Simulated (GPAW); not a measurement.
Two runs for the O K edge of atom 3 in SnO2 (Cassiterite, P4_2/mnm). Run A: GPAW, LDA, full core hole (charged cell), 24-atom cell with 6.7 Å between holes, 4×4×4 k points, dipole transitions, Gaussian full width 0.9 eV up to 4 eV, rising linearly to 3.5 eV at 25 eV. Run B differs in one choice.

Energy from the lowest empty level; intensity scaled to a mean of 1 over the first 20 eV:

| E (eV) | A | B |
| --- | --- | --- |
| -2.0 | 0.00 | 0.00 |
| -1.0 | 0.00 | 0.00 |
| 0.0 | 0.00 | 0.00 |
| 1.0 | 0.06 | 0.08 |
| 2.0 | 0.33 | 0.30 |
| 3.0 | 1.82 | 1.55 |
| 4.0 | 2.15 | 2.24 |
| 5.0 | 0.85 | 1.12 |
| 6.0 | 0.85 | 0.43 |
| 7.0 | 1.64 | 1.20 |
| 8.0 | 1.91 | 1.51 |
| 9.0 | 2.52 | 1.79 |
| 10.0 | 2.25 | 2.64 |
| 11.0 | 1.42 | 2.14 |
| 12.0 | 0.62 | 1.16 |
| 13.0 | 0.35 | 0.55 |
| 14.0 | 0.30 | 0.37 |
| 15.0 | 0.30 | 0.32 |
| 16.0 | 0.40 | 0.38 |
| 17.0 | 0.52 | 0.51 |
| 18.0 | 0.63 | 0.61 |
| 19.0 | 0.66 | 0.67 |
| 20.0 | 0.66 | 0.66 |
| 21.0 | 0.68 | 0.66 |
| 22.0 | 0.76 | 0.72 |
| 23.0 | 0.84 | 0.78 |
| 24.0 | 0.91 | 0.84 |
| 25.0 | 0.98 | 0.93 |
| 26.0 | 1.03 | 1.02 |
| 27.0 | 1.02 | 1.03 |
| 28.0 | 0.98 | 0.96 |
| 29.0 | 0.99 | 0.91 |
| 30.0 | 1.12 | 1.00 |
| 31.0 | 1.29 | 1.18 |
| 32.0 | 1.34 | 1.31 |

Q: What was changed?
a) the plane-wave cutoff
b) the size of the supercell
c) the volume of the cell
d) the broadening

(b): run B changes the supercell atoms from 24 to 6, and the k mesh follows the cell. The scaled spectrum changes by 26 % r.m.s. Another feature, at 10.2 eV (2.66), becomes the highest below 16 eV; the one at 3.6 eV (2.88) is now at 3.7 eV (2.43). Other settings could leave a like mark; this is the one that was changed.

[Hosts, paths, dates, database ids (printed as entryN), source tags and the programs' standing remarks are cut or masked in the printed files.]

[Lists of maxima count a maximum above −3 eV only where it reaches 4 % of the highest in the window and stands out from its surroundings by 2 % of it (1.5 % where it reaches 55 %); shoulders and weaker maxima are passed over, and of the rest the first, up to two pre-edge ones and the few strongest are named.]
